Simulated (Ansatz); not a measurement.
**The perfect Pd wire along [110], 8 atoms a period**

What gap, if any, does the Pd wire along [110], 8 atoms a period have, and how many channels would it open?

Main program and level: Ansatz 0.2.0; DFT PBE, plane waves, PAW; relaxation of a wire's period; PAW set soft_1, in the first sound run; inputs show where later runs differ.

## Step 1: Set-up

The cell holds 8 atoms: 8 Pd. Its edges and angles: a = 10.740 Å, b = 12.372 Å, c = 2.786 Å, α = 90.0°, β = 90.0°, γ = 90.0°. Vacuum lies along a and b. The structure's axis is c.

## Step 2: Relaxation of atoms and period

Band widths follow the bond lengths, so the wire is relaxed first. The atoms and the third cell vector are free; the box across stays fixed as vacuum. A Fermi-Dirac smearing is set since the result may be a metal. The pressure printed is a third of the stress's trace over the whole box, vacuum included; only the stress along the axis is relaxed.

input.yaml reads:

```yaml
crystal:
  lattice:
    - [10.74, 0.0, 0.0]
    - [0.0, 12.372, 0.0]
    - [0.0, 0.0, 2.7860007179]
  atoms:
    - { symbol: Pd, position: [0.316573557, 0.72518602, 0.0] }
    - { symbol: Pd, position: [0.316573557, 0.500000058, 0.0] }
    - { symbol: Pd, position: [0.683426443, 0.72518602, 0.0] }
    - { symbol: Pd, position: [0.683426443, 0.500000058, 0.0] }
    - { symbol: Pd, position: [0.5, 0.387407077, 0.5] }
    - { symbol: Pd, position: [0.5, 0.612593039, 0.5] }
    - { symbol: Pd, position: [0.316573557, 0.274814096, 0.0] }
    - { symbol: Pd, position: [0.683426443, 0.274814096, 0.0] }
kpoints:
  mp_grid: { grid: [1, 1, 29] }
scf:
  occupations: { method: fermi_dirac, width: 0.05 }
hamiltonian:
  xc: pbe
  pseudopotentials: { kind: paw, azcp: { folder: soft_1 } }
relax:
  cell: { fix: [a, b, alpha, beta, gamma] }
  max_steps: 45
  f_tol: 0.03
```

The run is started by

```bash
> ansatz run input.yaml --threads 4 --pin off --max-ram 16384MiB --backend cpu --events-out ev --progress --plain --runs-dir out
```

Numbers of over 12 decimals in the logs are rounded to 6 here.

The program printed:

```text
Engine: ansatz 0.2.0, x86_64-unknown-linux-gnu
Pseudopotentials: kind: paw
Pseudopotential: Pd, paw, valence charge 18, recommended cutoff 420 eV (normal), soft_1/Pd.paw.azcp
Functional definition: PBE
  parameter kappa = 0.804
  parameter beta = 0.066725
  exchange = pbe_x(kappa = kappa, mu = beta*pi^2/3)
  correlation = pbe_c(beta = beta)
Crystal: 8 atoms, lattice volume = 370.191 Å³
Basis set: ecut = 420 eV, 7259 PW (Γ), exchange–correlation on 144×180×40 points (8 copies of the dense FFT grid, shifted against one another)
Bands: 87, of which v1, the nominal top of the filled ones, is band 72 counted from 1 (71 counted from 0)
Symmetry: 8 space group operations
Space group: Pmmm (ITA 47), of the structure as read, at distance tolerance 7.2e-5 Å
k-points: 15 of 29
Non-local potential: Pd, projectors of the file, l = 0: 2, l = 1: 2, l = 2: 2, l = 3: 1
PAW form: soft (Blöchl's): semilocal exchange-correlation on the pseudo side does not see the compensation charge
PAW one-centre angular grid: Pd, 590 points (default); XC on 64 Gauss nodes
Initial density: superposition of atomic densities (neutral atoms: chi_scale 0, normalization atom)
Initial wavefunctions: pseudopotential atomic-orbital guess
Functional: x = pbe(κ = 0.804, μ = 0.219515), c = pbe(β = 0.066725)
SCF iter   1: F=—  HF=-55783.085484 eV  |F-HF|=—  |Δ(HF+E_count)|=         —  Δρ=9.22e-2  dr2=4.16e1  ethr=3.10e-3  ⟨swp⟩=6.1  Hψ=4706  notcnv=0  defer=12
preconditioner: auto → LDOS  [metal: Δε(μ)=0.006 eV  Ē_g=4.751 eV  σ=0.050 eV  W_gap=0.03  n_scr=64 (ndim 8)  ℏωp=17.3 eV  f_vac=0.556  D(μ)=18.60/eV (n_scr^D=174)  β→1.0]
SCF iter   2: F=—  HF=-55782.975062 eV  |F-HF|=—  |Δ(HF+E_count)|=   1.10e-1  Δρ=8.70e-2  dr2=3.29e1  ethr=3.10e-3  ⟨swp⟩=3.7  Hψ=3519  notcnv=0  defer=71
SCF iter   3: F=—  HF=-55775.757775 eV  |F-HF|=—  |Δ(HF+E_count)|=    7.22e0  Δρ=1.95e-2  dr2=3.11e0  ethr=3.10e-3  ⟨swp⟩=3.1  Hψ=3244  notcnv=0  defer=92
SCF iter   4: F=—  HF=-55775.776868 eV  |F-HF|=—  |Δ(HF+E_count)|=   1.91e-2  Δρ=8.79e-3  dr2=1.75e0  ethr=2.16e-3  ⟨swp⟩=2.3  Hψ=1634  notcnv=0  defer=80
SCF iter   5: F=—  HF=-55775.698801 eV  |F-HF|=—  |Δ(HF+E_count)|=   7.81e-2  Δρ=6.69e-3  dr2=3.83e-1  ethr=1.22e-3  ⟨swp⟩=2.0  Hψ=1337  notcnv=0  defer=80
SCF iter   6: F=—  HF=-55775.687046 eV  |F-HF|=—  |Δ(HF+E_count)|=   1.18e-2  Δρ=2.49e-3  dr2=3.61e-2  ethr=2.66e-4  ⟨swp⟩=2.0  Hψ=1333  notcnv=0  defer=80
SCF iter   7: F=—  HF=-55775.687736 eV  |F-HF|=—  |Δ(HF+E_count)|=   6.90e-4  Δρ=1.43e-3  dr2=1.42e-2  ethr=2.51e-5  ⟨swp⟩=2.1  Hψ=1946  notcnv=0  defer=79
SCF iter   8: F=—  HF=-55775.687873 eV  |F-HF|=—  |Δ(HF+E_count)|=   1.37e-4  Δρ=6.61e-4  dr2=3.70e-3  ethr=9.90e-6  ⟨swp⟩=2.0  Hψ=1926  notcnv=0  defer=79
SCF iter   9: F=—  HF=-55775.687714 eV  |F-HF|=—  |Δ(HF+E_count)|=   1.59e-4  Δρ=3.68e-4  dr2=1.36e-3  ethr=2.57e-6  ⟨swp⟩=1.7  Hψ=1333  notcnv=0  defer=79
SCF iter  10: F=—  HF=-55775.687692 eV  |F-HF|=—  |Δ(HF+E_count)|=   2.22e-5  Δρ=2.40e-4  dr2=4.26e-4  ethr=9.44e-7  ⟨swp⟩=1.4  Hψ=1253  notcnv=0  defer=79
SCF iter  11: F=—  HF=-55775.687677 eV  |F-HF|=—  |Δ(HF+E_count)|=   1.49e-5  Δρ=6.61e-5  dr2=4.55e-5  ethr=2.96e-7  ⟨swp⟩=1.2  Hψ=1229  notcnv=0  defer=79
SCF iter  12: F=—  HF=-55775.687946 eV  |F-HF|=—  |Δ(HF+E_count)|=   2.69e-4  Δρ=1.87e-5  dr2=1.55e-6  ethr=3.16e-8  ⟨swp⟩=2.0  Hψ=1716  notcnv=0  defer=79
SCF iter  13: F=—  HF=-55775.687947 eV  |F-HF|=—  |Δ(HF+E_count)|=   8.36e-7  Δρ=8.36e-6  dr2=3.15e-7  ethr=1.07e-9  ⟨swp⟩=2.0  Hψ=1852  notcnv=0  defer=79
SCF iter  14: F=-55775.687947 eV  HF=-55775.687947 eV  |F-HF|=1.50e-8  |Δ(HF+E_count)|=   8.01e-9  Δρ=2.67e-6  dr2=2.93e-8  ethr=6.94e-11  ⟨swp⟩=5.0  Hψ=4442  notcnv=0
SCF 1 converged in 14 iterations: F = -55775.687947 eV  dr2 = 2.93e-8
  greatest PAW one-centre occupation: 0.999 electrons in one spin orbital (limit 2), on the Pd atom at site 7 (counted from 0), in its partial waves of l = 0
relax step   1: F+E_penalty+E_count = -55775.68794651 eV  Δ(F+E_penalty+E_count) = +0.000e0 eV  max|allowed force component| = 8.529e-1 eV/Å  Δτ_max = 0.0000 Å  P = -3.190 GPa  Ω = 370.191 Å³  fix = [a, b, alpha, beta, gamma]  reactions: a -1.786, b -3.287 GPa  (14 SCF iters, dr2 threshold 1.00e-7 eV, accepted)
Crystal: 8 atoms, lattice volume = 354.944 Å³
Basis set: ecut = 420 eV, 7015 PW (Γ), exchange–correlation on 144×180×40 points (8 copies of the dense FFT grid, shifted against one another)
Initial density: handed on by an earlier stage of this run
Initial wavefunctions: those handed on with the density
iter 1 solved again at ethr=1.02e-3 eV; its pass at ethr=3.10e-3 eV (dr2=1.47e0 eV) is discarded
SCF iter   1: F=—  HF=-55776.381375 eV  |F-HF|=—  |Δ(HF+E_count)|=         —  Δρ=1.97e-2  dr2=1.47e0  ethr=1.02e-3  ⟨swp⟩=2.5  Hψ=6487  notcnv=0
preconditioner: auto → LDOS  [metal: Δε(μ)=0.022 eV  Ē_g=5.849 eV  σ=0.050 eV  W_gap=0.11  n_scr=60 (ndim 8)  ℏωp=17.6 eV  f_vac=0.559  D(μ)=17.81/eV (n_scr^D=166)  β→1.0]
SCF iter   2: F=—  HF=-55776.284420 eV  |F-HF|=—  |Δ(HF+E_count)|=   9.70e-2  Δρ=9.55e-3  dr2=8.91e-1  ethr=1.02e-3  ⟨swp⟩=3.2  Hψ=2372  notcnv=0  defer=8
SCF iter   3: F=—  HF=-55776.177452 eV  |F-HF|=—  |Δ(HF+E_count)|=   1.07e-1  Δρ=5.49e-3  dr2=1.88e-1  ethr=6.19e-4  ⟨swp⟩=2.7  Hψ=2057  notcnv=0  defer=18
SCF iter   4: F=—  HF=-55776.167670 eV  |F-HF|=—  |Δ(HF+E_count)|=   9.78e-3  Δρ=2.19e-3  dr2=7.38e-2  ethr=1.31e-4  ⟨swp⟩=2.9  Hψ=2157  notcnv=0  defer=85
SCF iter   5: F=—  HF=-55776.163927 eV  |F-HF|=—  |Δ(HF+E_count)|=   3.74e-3  Δρ=1.63e-3  dr2=1.34e-2  ethr=5.13e-5  ⟨swp⟩=2.0  Hψ=1954  notcnv=0  defer=85
SCF iter   6: F=—  HF=-55776.162554 eV  |F-HF|=—  |Δ(HF+E_count)|=   1.37e-3  Δρ=5.18e-4  dr2=2.33e-3  ethr=9.28e-6  ⟨swp⟩=2.0  Hψ=1914  notcnv=0  defer=85
SCF iter   7: F=—  HF=-55776.162493 eV  |F-HF|=—  |Δ(HF+E_count)|=   6.11e-5  Δρ=3.07e-4  dr2=7.58e-4  ethr=1.62e-6  ⟨swp⟩=2.0  Hψ=1560  notcnv=0  defer=85
SCF iter   8: F=—  HF=-55776.162538 eV  |F-HF|=—  |Δ(HF+E_count)|=   4.54e-5  Δρ=1.97e-4  dr2=2.74e-4  ethr=5.26e-7  ⟨swp⟩=1.5  Hψ=1315  notcnv=0  defer=85
SCF iter   9: F=—  HF=-55776.162518 eV  |F-HF|=—  |Δ(HF+E_count)|=   2.05e-5  Δρ=7.86e-5  dr2=5.24e-5  ethr=1.90e-7  ⟨swp⟩=1.7  Hψ=1425  notcnv=0  defer=85
SCF iter  10: F=—  HF=-55776.162516 eV  |F-HF|=—  |Δ(HF+E_count)|=   1.57e-6  Δρ=4.07e-5  dr2=9.01e-6  ethr=3.64e-8  ⟨swp⟩=2.0  Hψ=1584  notcnv=0  defer=85
SCF iter  11: F=—  HF=-55776.162516 eV  |F-HF|=—  |Δ(HF+E_count)|=   1.04e-7  Δρ=1.32e-5  dr2=1.31e-6  ethr=6.26e-9  ⟨swp⟩=2.0  Hψ=1704  notcnv=0  defer=85
SCF iter  12: F=-55776.162516 eV  HF=-55776.162516 eV  |F-HF|=8.21e-8  |Δ(HF+E_count)|=   2.19e-8  Δρ=4.41e-6  dr2=1.27e-7  ethr=5.56e-10  ⟨swp⟩=4.5  Hψ=4160  notcnv=0
SCF 2 converged in 12 iterations: F = -55776.162516 eV  dr2 = 1.27e-7
relax step   2: F+E_penalty+E_count = -55776.16251606 eV  Δ(F+E_penalty+E_count) = -4.746e-1 eV  max|allowed force component| = 5.008e-1 eV/Å  Δτ_max = 0.1990 Å  P = +1.603 GPa  Ω = 354.944 Å³  energy of the carried Pulay correction = +1.816e-3 eV  fix = [a, b, alpha, beta, gamma]  reactions: a +2.352, b +1.497 GPa  (12 SCF iters, dr2 threshold 8.00e-7 eV, accepted)
Crystal: 8 atoms, lattice volume = 354.468 Å³
Basis set: ecut = 420 eV, 6999 PW (Γ), exchange–correlation on 144×180×40 points (8 copies of the dense FFT grid, shifted against one another)
iter 1 solved again at ethr=1.49e-4 eV; its pass at ethr=3.10e-3 eV (dr2=2.15e-1 eV) is discarded
SCF iter   1: F=—  HF=-55776.343002 eV  |F-HF|=—  |Δ(HF+E_count)|=         —  Δρ=8.21e-3  dr2=2.28e-1  ethr=1.49e-4  ⟨swp⟩=2.5  Hψ=5840  notcnv=0
preconditioner: auto → LDOS  [metal: Δε(μ)=0.002 eV  Ē_g=5.858 eV  σ=0.050 eV  W_gap=0.01  n_scr=60 (ndim 8)  ℏωp=17.6 eV  f_vac=0.551  D(μ)=20.98/eV (n_scr^D=216)  β→1.0]
SCF iter   2: F=—  HF=-55776.372264 eV  |F-HF|=—  |Δ(HF+E_count)|=   2.93e-2  Δρ=6.48e-3  dr2=3.64e-1  ethr=1.49e-4  ⟨swp⟩=3.8  Hψ=3110  notcnv=0
SCF iter   3: F=—  HF=-55776.292358 eV  |F-HF|=—  |Δ(HF+E_count)|=   7.99e-2  Δρ=1.21e-3  dr2=4.81e-3  ethr=1.49e-4  ⟨swp⟩=2.9  Hψ=2259  notcnv=0  defer=13
SCF iter   4: F=—  HF=-55776.291647 eV  |F-HF|=—  |Δ(HF+E_count)|=   7.11e-4  Δρ=4.92e-4  dr2=1.83e-3  ethr=3.34e-6  ⟨swp⟩=2.1  Hψ=2580  notcnv=0  defer=40
SCF iter   5: F=—  HF=-55776.291450 eV  |F-HF|=—  |Δ(HF+E_count)|=   1.97e-4  Δρ=2.43e-4  dr2=4.07e-4  ethr=1.27e-6  ⟨swp⟩=2.0  Hψ=1750  notcnv=0  defer=40
SCF iter   6: F=—  HF=-55776.291679 eV  |F-HF|=—  |Δ(HF+E_count)|=   2.29e-4  Δρ=1.23e-4  dr2=1.84e-4  ethr=2.83e-7  ⟨swp⟩=2.1  Hψ=1594  notcnv=0  defer=40
SCF iter   7: F=—  HF=-55776.291669 eV  |F-HF|=—  |Δ(HF+E_count)|=   9.34e-6  Δρ=6.02e-5  dr2=2.56e-5  ethr=1.28e-7  ⟨swp⟩=1.1  Hψ=1247  notcnv=0  defer=40
SCF iter   8: F=—  HF=-55776.291667 eV  |F-HF|=—  |Δ(HF+E_count)|=   1.91e-6  Δρ=2.15e-5  dr2=2.71e-6  ethr=1.78e-8  ⟨swp⟩=1.5  Hψ=1440  notcnv=0  defer=40
SCF iter   9: F=-55776.291667 eV  HF=-55776.291668 eV  |F-HF|=1.93e-7  |Δ(HF+E_count)|=   3.63e-7  Δρ=7.63e-6  dr2=3.69e-7  ethr=5.56e-10  ⟨swp⟩=4.8  Hψ=4303  notcnv=0
SCF 3 converged in 9 iterations: F = -55776.291667 eV  dr2 = 3.69e-7
relax step   3: F+E_penalty+E_count = -55776.29166745 eV  Δ(F+E_penalty+E_count) = -1.292e-1 eV  max|allowed force component| = 1.022e-1 eV/Å  Δτ_max = 0.1090 Å  P = -0.311 GPa  Ω = 354.468 Å³  energy of the carried Pulay correction = +1.873e-3 eV  fix = [a, b, alpha, beta, gamma]  reactions: a +0.134, b -0.460 GPa  (9 SCF iters, dr2 threshold 8.00e-7 eV, accepted)
Crystal: 8 atoms, lattice volume = 351.921 Å³
Basis set: ecut = 420 eV, 6931 PW (Γ), exchange–correlation on 144×180×40 points (8 copies of the dense FFT grid, shifted against one another)
iter 1 solved again at ethr=4.19e-5 eV; its pass at ethr=3.10e-3 eV (dr2=6.03e-2 eV) is discarded
SCF iter   1: F=—  HF=-55776.320659 eV  |F-HF|=—  |Δ(HF+E_count)|=         —  Δρ=4.20e-3  dr2=6.19e-2  ethr=4.19e-5  ⟨swp⟩=2.3  Hψ=5861  notcnv=0
preconditioner: auto → LDOS  [metal: Δε(μ)=0.021 eV  Ē_g=5.854 eV  σ=0.050 eV  W_gap=0.11  n_scr=60 (ndim 8)  ℏωp=17.7 eV  f_vac=0.549  D(μ)=20.41/eV (n_scr^D=212)  β→1.0]
SCF iter   2: F=—  HF=-55776.325167 eV  |F-HF|=—  |Δ(HF+E_count)|=   4.51e-3  Δρ=3.20e-3  dr2=7.67e-2  ethr=4.19e-5  ⟨swp⟩=2.6  Hψ=2333  notcnv=0
SCF iter   3: F=—  HF=-55776.307140 eV  |F-HF|=—  |Δ(HF+E_count)|=   1.80e-2  Δρ=6.70e-4  dr2=3.36e-3  ethr=4.19e-5  ⟨swp⟩=2.0  Hψ=2130  notcnv=0
SCF iter   4: F=—  HF=-55776.306985 eV  |F-HF|=—  |Δ(HF+E_count)|=   1.54e-4  Δρ=4.74e-4  dr2=1.36e-3  ethr=2.33e-6  ⟨swp⟩=2.1  Hψ=1905  notcnv=0
SCF iter   5: F=—  HF=-55776.306897 eV  |F-HF|=—  |Δ(HF+E_count)|=   8.89e-5  Δρ=2.37e-4  dr2=5.93e-4  ethr=9.43e-7  ⟨swp⟩=1.3  Hψ=1357  notcnv=0
SCF iter   6: F=—  HF=-55776.306976 eV  |F-HF|=—  |Δ(HF+E_count)|=   7.95e-5  Δρ=1.12e-4  dr2=7.49e-5  ethr=4.12e-7  ⟨swp⟩=1.7  Hψ=1364  notcnv=0
SCF iter   7: F=—  HF=-55776.306968 eV  |F-HF|=—  |Δ(HF+E_count)|=   8.36e-6  Δρ=2.87e-5  dr2=6.13e-6  ethr=5.20e-8  ⟨swp⟩=2.0  Hψ=1834  notcnv=0
SCF iter   8: F=—  HF=-55776.306969 eV  |F-HF|=—  |Δ(HF+E_count)|=   9.18e-7  Δρ=1.17e-5  dr2=8.04e-7  ethr=4.25e-9  ⟨swp⟩=2.0  Hψ=1918  notcnv=0
SCF iter   9: F=-55776.306969 eV  HF=-55776.306969 eV  |F-HF|=1.01e-7  |Δ(HF+E_count)|=   1.36e-7  Δρ=5.40e-6  dr2=1.73e-7  ethr=5.56e-10  ⟨swp⟩=4.0  Hψ=4131  notcnv=0
SCF 4 converged in 9 iterations: F = -55776.306969 eV  dr2 = 1.73e-7
relax step   4: F+E_penalty+E_count = -55776.30696865 eV  Δ(F+E_penalty+E_count) = -1.530e-2 eV  max|allowed force component| = 2.114e-2 eV/Å  Δτ_max = 0.0502 Å  P = -0.020 GPa  Ω = 351.921 Å³  energy of the carried Pulay correction = +2.185e-3 eV  fix = [a, b, alpha, beta, gamma]  reactions: a +0.030, b -0.024 GPa  (9 SCF iters, dr2 threshold 8.00e-7 eV, accepted)
Crystal: 8 atoms, lattice volume = 351.691 Å³
iter 1 solved again at ethr=1.29e-6 eV; its pass at ethr=3.10e-3 eV (dr2=1.85e-3 eV) is discarded
SCF iter   1: F=—  HF=-55776.307523 eV  |F-HF|=—  |Δ(HF+E_count)|=         —  Δρ=6.30e-4  dr2=1.79e-3  ethr=1.29e-6  ⟨swp⟩=2.5  Hψ=4643  notcnv=0
preconditioner: auto → LDOS  [metal: Δε(μ)=0.018 eV  Ē_g=5.871 eV  σ=0.050 eV  W_gap=0.09  n_scr=60 (ndim 8)  ℏωp=17.7 eV  f_vac=0.549  D(μ)=20.46/eV (n_scr^D=212)  β→1.0]
SCF iter   2: F=—  HF=-55776.307514 eV  |F-HF|=—  |Δ(HF+E_count)|=   9.09e-6  Δρ=4.49e-4  dr2=1.17e-3  ethr=1.25e-6  ⟨swp⟩=2.3  Hψ=2265  notcnv=0
SCF iter   3: F=—  HF=-55776.307200 eV  |F-HF|=—  |Δ(HF+E_count)|=   3.14e-4  Δρ=1.29e-4  dr2=2.25e-4  ethr=8.09e-7  ⟨swp⟩=2.0  Hψ=2089  notcnv=0
SCF iter   4: F=—  HF=-55776.307178 eV  |F-HF|=—  |Δ(HF+E_count)|=   2.23e-5  Δρ=1.05e-4  dr2=8.29e-5  ethr=1.56e-7  ⟨swp⟩=2.0  Hψ=1690  notcnv=0
SCF iter   5: F=—  HF=-55776.307066 eV  |F-HF|=—  |Δ(HF+E_count)|=   1.12e-4  Δρ=4.95e-5  dr2=2.20e-5  ethr=5.76e-8  ⟨swp⟩=1.9  Hψ=1520  notcnv=0
SCF iter   6: F=—  HF=-55776.307067 eV  |F-HF|=—  |Δ(HF+E_count)|=   1.42e-6  Δρ=1.66e-5  dr2=2.57e-6  ethr=1.53e-8  ⟨swp⟩=2.0  Hψ=1657  notcnv=0
SCF iter   7: F=—  HF=-55776.307264 eV  |F-HF|=—  |Δ(HF+E_count)|=   1.98e-4  Δρ=6.35e-6  dr2=2.49e-7  ethr=1.78e-9  ⟨swp⟩=2.0  Hψ=1828  notcnv=0
SCF iter   8: F=—  HF=-55776.307265 eV  |F-HF|=—  |Δ(HF+E_count)|=   1.62e-8  Δρ=2.83e-6  dr2=9.00e-8  ethr=1.73e-10  ⟨swp⟩=1.7  Hψ=1422  notcnv=0
SCF iter   9: F=—  HF=-55776.307265 eV  |F-HF|=—  |Δ(HF+E_count)|=  6.98e-10  Δρ=1.64e-6  dr2=2.68e-8  ethr=6.25e-11  ⟨swp⟩=1.1  Hψ=1309  notcnv=0
SCF iter  10: F=-55776.307264 eV  HF=-55776.307265 eV  |F-HF|=3.97e-9  |Δ(HF+E_count)|=  6.26e-10  Δρ=7.22e-7  dr2=4.56e-9  ethr=7.64e-12  ⟨swp⟩=4.0  Hψ=3707  notcnv=0
SCF 5 converged in 10 iterations: F = -55776.307264 eV  dr2 = 4.56e-9
relax step   5: F+E_penalty+E_count = -55776.30726450 eV  Δ(F+E_penalty+E_count) = -2.958e-4 eV  max|allowed force component| = 4.159e-3 eV/Å  Δτ_max = 0.0063 Å  P = +0.034 GPa  Ω = 351.691 Å³  energy of the carried Pulay correction = +2.213e-3 eV  fix = [a, b, alpha, beta, gamma]  reactions: a +0.040, b +0.057 GPa  (10 SCF iters, dr2 threshold 1.10e-8 eV, accepted)
Basis set: ecut = 420 eV, 6931 PW (Γ), exchange–correlation on 144×180×36 points (8 copies of the dense FFT grid, shifted against one another)
Initial wavefunctions: pseudopotential atomic-orbital guess (no wavefunctions were taken with the density)
iter 1 solved again at ethr=2.27e-7 eV; its pass at ethr=3.10e-3 eV (dr2=3.26e-4 eV) is discarded
SCF iter   1: F=—  HF=-55776.303486 eV  |F-HF|=—  |Δ(HF+E_count)|=         —  Δρ=1.12e-4  dr2=8.14e-6  ethr=2.27e-7  ⟨swp⟩=4.5  Hψ=9249  notcnv=0
preconditioner: auto → LDOS  [metal: Δε(μ)=0.018 eV  Ē_g=5.873 eV  σ=0.050 eV  W_gap=0.09  n_scr=60 (ndim 8)  ℏωp=17.7 eV  f_vac=0.548  D(μ)=20.46/eV (n_scr^D=212)  β→1.0]
SCF iter   2: F=—  HF=-55776.303716 eV  |F-HF|=—  |Δ(HF+E_count)|=   2.30e-4  Δρ=5.54e-5  dr2=6.61e-6  ethr=5.65e-9  ⟨swp⟩=2.1  Hψ=2413  notcnv=0
SCF iter   3: F=—  HF=-55776.303714 eV  |F-HF|=—  |Δ(HF+E_count)|=   1.93e-6  Δρ=1.60e-5  dr2=6.96e-7  ethr=4.59e-9  ⟨swp⟩=2.0  Hψ=2265  notcnv=0
SCF iter   4: F=—  HF=-55776.303714 eV  |F-HF|=—  |Δ(HF+E_count)|=   9.12e-8  Δρ=3.54e-6  dr2=3.92e-8  ethr=4.83e-10  ⟨swp⟩=2.0  Hψ=1909  notcnv=0
SCF iter   5: F=—  HF=-55776.303714 eV  |F-HF|=—  |Δ(HF+E_count)|=   2.04e-9  Δρ=1.10e-6  dr2=2.65e-9  ethr=2.72e-11  ⟨swp⟩=2.1  Hψ=2043  notcnv=0
SCF iter   6: F=—  HF=-55776.303714 eV  |F-HF|=—  |Δ(HF+E_count)|=   1.89e-9  Δρ=3.53e-7  dr2=8.65e-10  ethr=1.84e-12  ⟨swp⟩=2.2  Hψ=2062  notcnv=0
SCF iter   7: F=—  HF=-55776.303714 eV  |F-HF|=—  |Δ(HF+E_count)|=  6.55e-11  Δρ=1.68e-7  dr2=3.13e-10  ethr=1.00e-12  ⟨swp⟩=2.3  Hψ=1798  notcnv=0
SCF iter   8: F=—  HF=-55776.303714 eV  |F-HF|=—  |Δ(HF+E_count)|=  2.18e-11  Δρ=1.11e-7  dr2=1.31e-10  ethr=1.00e-12  ⟨swp⟩=1.0  Hψ=1305  notcnv=0
SCF iter   9: F=-55776.303714 eV  HF=-55776.303714 eV  |F-HF|=4.37e-11  |Δ(HF+E_count)|=  2.18e-11  Δρ=3.87e-8  dr2=9.06e-12  ethr=1.00e-12  ⟨swp⟩=4.0  Hψ=3668  notcnv=0
SCF 6 converged in 9 iterations: F = -55776.303714 eV  dr2 = 9.06e-12
relax step   6: F+E_penalty+E_count = -55776.30371381 eV  Δ(F+E_penalty+E_count) = +3.551e-3 eV  max|allowed force component| = 4.098e-3 eV/Å  Δτ_max = 0.0000 Å  P = +0.046 GPa  Ω = 351.691 Å³  fix = [a, b, alpha, beta, gamma]  reactions: a +0.047, b +0.066 GPa  stress off target by 2.66e-2 GPa on what of the cell is left free  SCF on the basis re-selected at this cell (its energy is not comparable with the rows above)  (9 SCF iters)
basis re-selected at this cell: Δ(F+E_penalty+E_count) = +3.551e-3 eV, ΔP = +0.012 GPa vs the last step (what re-selecting the basis moved, of the pressure what is left beyond the Pulay correction that the steps carried, after the strain that the cell walked since its last selection, with what the two solves' SCF thresholds leave and, on support functions, any second-order correction that the steps lacked; it is no measure of the basis error at this ecutwfc). The dense FFT grid was sized anew with the basis: this SCF ran on 72×90×18 points, the steps before it on 72×90×20, so part of this shift can come from that change (see relax.cell in the input reference). [rest of the remark cut]
SCF converged after 9 iterations
Free energy (F): -55776.303714 eV
Harris-Foulkes:  -55776.303714 eV  (|F-HF|=4.37e-11)
Internal energy: -55776.141613 eV  (E = F + TS)
E sigma→0 (E₀):  -55776.222663 eV
Entropy (-TS):   -0.162101 eV (-20.263 meV/atom)
Fermi energy:    3.431438 eV
--- Per-component energies (eV) ---
  E_band       = -3379.704870
  E_kinetic    = 3594.512148
  E_local      = -68054.625042  (includes V_loc(G=0)·N_el)
  E_nonlocal   = 2972.357567
  E_hartree    = 31461.742833
  E_xc         = -1099.191909
  E_vxc        = -1388.370017  (∫ρ·V_xc dr)
  E_paw        = -30494.833979  (= ΣΔE_a)
  E_vpaw       = -3427.066672  (= ΣTr[D̂ρ^β])
  E_aug_tail   = 0.001845  (compensation charges beyond the density's cutoff)
  E_ewald      = 5843.894926
  E_smearing   = -0.162101  (= −TS)
  E_closure    = -0.000000  (closes the sum)
  Σ components = -55776.303714   (vs F -55776.303714, Δ=0.00e0)
--- Forces (eV/Å), atoms counted from 1 ---
  atom   1  Pd     0.00049491     0.00013989     0.00000000
  atom   2  Pd     0.00075857     0.00000000     0.00000000
  atom   3  Pd    -0.00049491     0.00013989     0.00000000
  atom   4  Pd    -0.00075857    -0.00000000     0.00000000
  atom   5  Pd     0.00000000    -0.00409806     0.00000000
  atom   6  Pd    -0.00000000     0.00409806     0.00000000
  atom   7  Pd     0.00049491    -0.00013989     0.00000000
  atom   8  Pd    -0.00049491    -0.00013989     0.00000000
  max |Σ_I F_I| component: 5.42e-20 eV/Å
--- Stress (GPa, compression-positive) ---
        0.046860      -0.000000      -0.000000
       -0.000000       0.065869       0.000000
       -0.000000       0.000000       0.026554
  P = ⅓ Tr σ = 0.0464 GPa (0.464 kbar)
--- Relaxed structure (5 steps of the walk, 5 accepted, 1 SCFs on fresh bases) ---
  F+E_penalty+E_count = -55776.30371381 eV   max|allowed force component| = 4.098e-3 eV/Å   (the final SCF, on the basis selected at the relaxed cell)
  cell:  # Å, volume = 351.6911 Å³
    - [10.74, 0.0, 0.0]
    - [0.0, 12.372, 0.0]
    - [0.0, 0.0, 2.646776]
  atoms:
    - { symbol: Pd, position: [0.307904, 0.709286, 0.0] }
    - { symbol: Pd, position: [0.314859, 0.500000, 0.0] }
    - { symbol: Pd, position: [0.692096, 0.709286, 0.0] }
    - { symbol: Pd, position: [0.685141, 0.500000, 0.0] }
    - { symbol: Pd, position: [0.5, 0.382107, 0.5] }
    - { symbol: Pd, position: [0.5, 0.617893, 0.5] }
    - { symbol: Pd, position: [0.307904, 0.290714, 0.0] }
    - { symbol: Pd, position: [0.692096, 0.290714, 0.0] }
```

Wall time 33 s (4 threads of Intel Xeon Platinum 8375C at 2.90GHz (Ice Lake), shared host); peak memory 1.2 GiB; 2.1 min of CPU time.

(Part 1 of 2 ends here.)

[Logs are printed without paths, hosts, clocks, repeated set-up lines and the standing remarks that a program may print on its own settings, such as how far it seeks lower states.]

[Hosts, paths, dates, database ids (printed as entryN), source tags and the programs' standing remarks are cut or masked in the printed files.]
